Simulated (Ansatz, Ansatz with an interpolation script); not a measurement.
Records of electronic-structure calculations.

## Ca3P2O8 (Tuite): quasiparticle bands by Wannier interpolation

Symmetry: R-3m, No. 166, trigonal system. The conventional cell has a = 5.249 Å, b = 5.249 Å, c = 18.674 Å, α = 90.00°, β = 90.00°, γ = 120.00°. Nearest to Ca lie 6 O at 2.44 Å. Nearest to Ca lie 10 O at 2.24 to 2.69 Å. Nearest to P lie 4 O at 1.53 Å. O has 1 P at 1.53 Å and 1 Ca at 2.24 Å nearest. Nearest to O lie 1 P at 1.53 Å and 4 Ca at 2.44 to 2.69 Å. Farther neighbours and most contacts between anions are not listed.

* method: DFT, LDA, plane waves, PAW; PAW set soft_1 (and 3 further levels or steps)
* program: Ansatz 0.2.0 and Ansatz with an interpolation script 0.2.0
* settings of one run: cutoff 420 eV, 4×4×4 k-mesh, smearing width 0.02 eV, PAW set soft 1
* notes: The cell and positions come from the Crystallography Open Database and are kept as given unless a step says otherwise. At the band edge the lightest electron mass is 0.66 m_e at the start and 0.7 m_e in G0W0; the G0W0 masses rest on corrections from the 4×4×4 mesh alone and are rough. Bands and cutoff are finite, so the gap is not at the basis limit. The miss can reach some tenths of an eV and take either sign; the mesh is an error of its own. Above the frozen window of the model the interpolated levels need not meet the computed ones, even at points of the mesh.
* LDA gap: 5.41 eV
* G0W0 gap over the zone: 8.13 eV, indirect
* least direct G0W0 gap, in the model: 8.17 eV
* GW settings: 4×4×4 mesh, 619 empty bands, screening to 150 eV, PAW set soft_1 files
* known limits: not at the basis limit

The Wannier model follows the LDA bands to 1 meV r.m.s. near the gap. The G0W0 gap over the zone is 8.13 eV, indirect, from T to Γ; on the mesh alone it is 8.13 eV, nearly the same.

[Runs of the session that timed out or met a known fault of the program may be left out.]

[Hosts, paths, dates, database ids (printed as entryN), source tags and the programs' standing remarks are cut or masked in the printed files.]
